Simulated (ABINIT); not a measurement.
Planning a run of ABINIT 10.8.3 on Diamond (Fd-3m, 2 atoms a cell). The input:

```
acell 3*1.0 Angstrom
rprim 
  -0.000000000000 1.783370000000 1.783370000000
  1.783370000000 0.000000000000 1.783370000000
  1.783370000000 1.783370000000 0.000000000000
ntypat 1
znucl 6
natom 2
typat 1 1
xred 
  -0.000000000000 0.000000000000 -0.000000000000
  0.250000000000 0.250000000000 0.250000000000
pp_dirpath "pseudos"
pseudos "C.upf"
ecut 37
ngkpt 8 8 8
nshiftk 1
shiftk 0 0 0
kptopt 1
chksymbreak 0
istwfk *1
occopt 1
irdwfk 1
optdriver 4
nband 88
gwcalctyp 10
ecutsigx 37
symsigma 1
nkptgw 29
kptgw 
  0.0000000000 0.0000000000 0.0000000000
  0.1250000000 0.0000000000 0.0000000000
  0.2500000000 0.0000000000 0.0000000000
  0.3750000000 0.0000000000 0.0000000000
  0.5000000000 0.0000000000 0.0000000000
  0.1250000000 0.1250000000 0.0000000000
  0.2500000000 0.1250000000 0.0000000000
  0.3750000000 0.1250000000 0.0000000000
  0.5000000000 0.1250000000 0.0000000000
  -0.3750000000 0.1250000000 0.0000000000
  -0.2500000000 0.1250000000 0.0000000000
  -0.1250000000 0.1250000000 0.0000000000
  0.2500000000 0.2500000000 0.0000000000
  0.3750000000 0.2500000000 0.0000000000
  0.5000000000 0.2500000000 0.0000000000
  -0.3750000000 0.2500000000 0.0000000000
  -0.2500000000 0.2500000000 0.0000000000
  0.3750000000 0.3750000000 0.0000000000
  0.5000000000 0.3750000000 0.0000000000
  -0.3750000000 0.3750000000 0.0000000000
  0.5000000000 0.5000000000 0.0000000000
  0.3750000000 0.2500000000 0.1250000000
  0.5000000000 0.2500000000 0.1250000000
  -0.3750000000 0.2500000000 0.1250000000
  0.5000000000 0.3750000000 0.1250000000
  -0.3750000000 0.3750000000 0.1250000000
  -0.2500000000 0.3750000000 0.1250000000
  -0.3750000000 0.5000000000 0.1250000000
  -0.2500000000 0.5000000000 0.2500000000
bdgw 
  1 8
  1 8
  1 8
  1 8
  1 8
  1 8
  1 8
  1 8
  1 8
  1 8
  1 8
  1 8
  1 8
  1 8
  1 8
  1 8
  1 8
  1 8
  1 8
  1 8
  1 8
  1 8
  1 8
  1 8
  1 8
  1 8
  1 8
  1 8
  1 8
ecuteps 9.6
irdscr 1
ppmodel 1
irdqps 1
indata_prefix "in"
outdata_prefix "out"
tmpdata_prefix "tmp"
```

```sh
OMP_NUM_THREADS=1 mpirun -n 8 abinit run.abi > log
```

How long will it take on 8 MPI ranks of AMD EPYC 7R43, shared host, and how much memory?

It took 9.6 min; on shared hardware allow 4.8 min to 19 min. Peak host memory was 2.3 GiB.

[Paths, hosts, dates, memory and timing lines, banners, echoed tables and standing remarks are left out of the program output.]

[Logs are printed without paths, hosts, clocks, repeated set-up lines and the standing remarks that a program may print on its own settings, such as how far it seeks lower states.]

[Runs of the session that timed out or met a known fault of the program may be left out.]

[Hosts, paths, dates, database ids (printed as entryN), source tags and the programs' standing remarks are cut or masked in the printed files.]

[G0W0 gaps are taken among the corrected bands and points alone; a level outside them can change the order at an edge.]

[Where Ansatz stands beside ABINIT at settings called matched, ABINIT's density can come from a denser mesh and the files from another edition; pairs whose starting gaps differed by over 0.03 eV were left out, so agreement reads better than it is.]
